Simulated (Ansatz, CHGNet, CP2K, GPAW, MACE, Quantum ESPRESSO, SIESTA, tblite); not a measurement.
# Random packing of C68N32 (at. %) (79 atoms) in GPAW, part 2 of 2

Aim: run random packing of C68N32 (at. %) (79 atoms) in GPAW and see how near its forces come to a plane-wave reference, and at what cost.

Program: GPAW 26.7.0; the method stands at each step. Banners, paths, timers and routine set-up lines are dropped from the logs unmarked, and long logs keep their key lines alone; longer cuts are marked.

So far. Step 3 (PBE, LCAO szp(dzp), h 0.18 Å): Against the first run (4.2 %), the force difference from the reference is 27 %, at 0.84 times the CPU time, with 711 basis functions against 1027: the smaller basis costs accuracy. Step 4 (LDA, LCAO dzp, h 0.18 Å): Against the first run (4.2 %), the force difference from the reference is 3.3 %, at 0.90 times the CPU time; another functional landing nearer a PBE reference means that errors partly cancel.

**5. PBE, LCAO dzp, h 0.18 Å, other mixer settings**

Method: Kohn-Sham DFT, PBE, PAW, atomic orbitals (dzp).

Contents of run.py:

```python
import numpy as np
from ase.io import read
from gpaw import GPAW, FermiDirac, Mixer
from ase.parallel import parprint as print

atoms = read("structure.xyz")
atoms.calc = GPAW(
    mode="lcao",
    basis="dzp",
    h=0.18,
    xc="PBE",
    kpts={"size": (1, 1, 1), "gamma": True},
    occupations=FermiDirac(0.05),
    mixer=Mixer(0.03, 7, 100),
    maxiter=200,
    symmetry={"point_group": False},
    txt="gpaw.txt",
)
energy = atoms.get_potential_energy(force_consistent=True)
forces = atoms.get_forces()
print(f"energy {energy:.6f} eV")
print("forces (eV/A)")
for i, (a, f) in enumerate(zip(atoms, forces)):
    print(f"{i:4d} {a.symbol:2s} {f[0]:10.5f} {f[1]:10.5f} {f[2]:10.5f}")
print(f"Fermi level {atoms.calc.get_fermi_level():.4f} eV")
for k in range(len(atoms.calc.get_ibz_k_points())):
    for s in range(atoms.calc.get_number_of_spins()):
        e = atoms.calc.get_eigenvalues(kpt=k, spin=s)
        n = np.searchsorted(e, atoms.calc.get_fermi_level())
        print(f"k {k} spin {s} levels about the Fermi level:", np.round(e[max(n - 6, 0):n], 4).tolist(), "|", np.round(e[n:n + 6], 4).tolist())
```

Contents of structure.xyz:

```xyz
79
Lattice="8.88940 0.00000 0.00000 0.00000 8.88940 0.00000 0.00000 0.00000 8.88940" Properties=species:S:1:pos:R:3 pbc="T T T"
[... 79 atom lines left out: the same atoms as in the first run ...]
```

Started as:

```bash
$ OMP_NUM_THREADS=1 mpirun -np 2 gpaw python run.py > output.txt
```

The program printed:

```text
energy -412.078235 eV
forces (eV/A)
   0 C     0.92619   -2.01600    2.48542
   1 C     1.41236   -2.01461    2.06724
   2 C     5.11003   -0.62779    1.49314
   3 C     0.33776   -0.63150    0.02060
   4 C    -2.38527    0.09172   -1.06244
   5 C    -1.21576    0.91020    0.92510
[...]
76 N    -2.11437    1.38248   -0.60999
  77 N    -1.97610   -0.91289   -0.25210
  78 N    -0.19271    2.80350    1.53449
Fermi level 6.0198 eV
k 0 spin 0 levels about the Fermi level: [5.7295, 5.7505, 5.8635, 5.9725, 5.9831, 6.0007] | [6.0492, 6.1175, 6.1588, 6.234, 6.2889, 6.3838]
```

gpaw.txt:

```text
Input parameters:
  mode=LCAO(),
  basis={'default': 'dzp'},
  h=0.18,
  kpts=MonkhorstPack(size=(1, 1, 1), gamma=True),
  maxiter=200,
[... lines left out ...]
  occupations=Occupations(name='fermi-dirac', width=0.05, fixmagmom=False),
[... lines left out ...]
  Fermi-Dirac:
[... lines left out ...]
convergence criteria:
- Maximum [total energy] change in last 3 cyles: 0.0005 eV / valence electron
[... lines left out ...]
Converged in 28 steps
[... lines left out ...]
  Free energy:    -412.078235
[... lines left out ...]
Fermi level: 6.020
[... lines left out ...]
|        ... |               |           |
|        163 |         5.603 |     2.000 |
|        164 |         5.648 |     1.999 |
[...]
|        178 |         6.442 |     0.000 |
|        ... |               |           |
|        208 |         8.381 |     0.000 |
Gap: 0.049 eV
Transition (v -> c):
  (s=0, k=0, n=170, [0.00, 0.00, 0.00]) -> (s=0, k=0, n=171, [0.00, 0.00, 0.00])
No difference between direct/indirect transitions
Force computation time: 7.362  # s
```

Elapsed: 1.9 min, on 2 MPI ranks of Arm Neoverse V2, shared host; peak memory 1 GiB.

Numbers from this run, and their distance from the reference:

* r.m.s. force component: 1.917 eV/Å
* r.m.s. difference of force components: 83.34 meV/Å
* longest difference of force vectors: 245.8 meV/Å
* force difference over r.m.s. force: 4.258 %
* slope of forces against the reference's: 0.9787
* correlation of force components: 0.9993
* energy less the same-level run's: 0.0001 meV/atom
* r.m.s. force difference from the same-level run: 6.485 meV/Å

Against the first run (4.2 %), the force difference from the reference is 4.3 %, at 1.4 times the CPU time (on 2 against 1 cores) (28 SCF steps against 20): another solver or mixer reaches the same state.

**6. Side by side**

Differences are against the plane-wave reference, forces as r.m.s. over components; share is that over the reference's r.m.s. force, slope the least-squares factor from reference forces to these. Total energies of different programs have different zeros and aren't compared.

```
                                               run  Δ force, r.m.s. (meV/Å)  share (%)  slope  cores  CPU time  memory (GiB)
                                         reference                        -          -      -      8      24 s          0.85
                      GPAW PBE, LCAO dzp, h 0.18 Å                     83.1       4.24  0.979      1   2.7 min          0.83
        GPAW PBE, LCAO szp(dzp), h 0.18 Å (coarse)                      530       27.1  0.814      1   2.3 min          0.79
                      GPAW LDA, LCAO dzp, h 0.18 Å                     64.8       3.31  0.999      1   2.4 min          0.83
GPAW PBE, LCAO dzp, h 0.18 Å, other mixer settings                     83.3       4.26  0.979      2   3.7 min           1.0
```

Rows marked coarse were listed beforehand as settings not expected to be converged; some can still land near the reference.

CPU time is summed over cores on a shared host, where runs went side by side, so it is rough. Symmetry, cutoffs, thresholds, outputs and thread counts weren't matched or tuned between programs; memory under MPI is the largest rank's times the ranks.

Within one program, basis, potentials and functional, energies share a zero. Each run against its twin at the usual cutoff or grid and solver:

```
                                               run                twin  Δ energy (meV/atom)  Δ force, r.m.s. (meV/Å)        CPU time over the twin's
GPAW PBE, LCAO dzp, h 0.18 Å, other mixer settings  LCAO dzp, h 0.18 Å               1.0e-4                     6.49  1.4 (this twin ran on 1 cores)
```

**7. Results**

- nearest in forces: GPAW LDA, LCAO dzp, h 0.18 Å, 3.3 %
- its CPU time: 2.4 min

**Reading.** The PBE runs in local orbitals, coarse settings apart, differ by 4.2 % (GPAW PBE, LCAO dzp, h 0.18 Å) to 4.3 % (GPAW PBE, LCAO dzp, h 0.18 Å, other mixer settings); basis, grid and potentials can all enter. Rows with another functional or a dispersion term differ by 3.3 % (GPAW LDA, LCAO dzp, h 0.18 Å), which mixes the change of model with differences of basis and potentials. Runs with settings chosen to be coarse differ by 27 % (GPAW PBE, LCAO szp(dzp), h 0.18 Å), their programs' other errors included. None of the electronic-structure runs in the table takes under half the reference's CPU time of 24 s; they take 5.6 to 9.2 times as much. GPAW PBE, LCAO szp(dzp), h 0.18 Å softens the forces by a factor of 0.81 while following their directions (correlation 0.972); the slopes of the 4 GPAW runs lie between 0.81 and 1.00. The electron count is odd in these runs, and they have no spin polarisation, so the unpaired electron is spread evenly over both spins. The reference's stress is far from hydrostatic: its diagonal is -20.3, -29.3, -22.1 GPa, compression counted positive. The reference's pressure of -24 GPa says that the cell would shrink at this level of theory. The electron count is odd and the run has no spin polarisation, so levels at the top are partly filled by construction. The electronic-structure runs sample only Γ, in a cell whose shortest periodic width is 9 Å, which is coarse for a cell with partly filled levels.

[Also dropped from logs without a mark: logging warnings of Python, and SIESTA's first energy breakdown and zero terms.]

[Logs are printed without paths, hosts, clocks, repeated set-up lines and the standing remarks that a program may print on its own settings, such as how far it seeks lower states.]

[Hosts, paths, dates, database ids (printed as entryN), source tags and the programs' standing remarks are cut or masked in the printed files.]
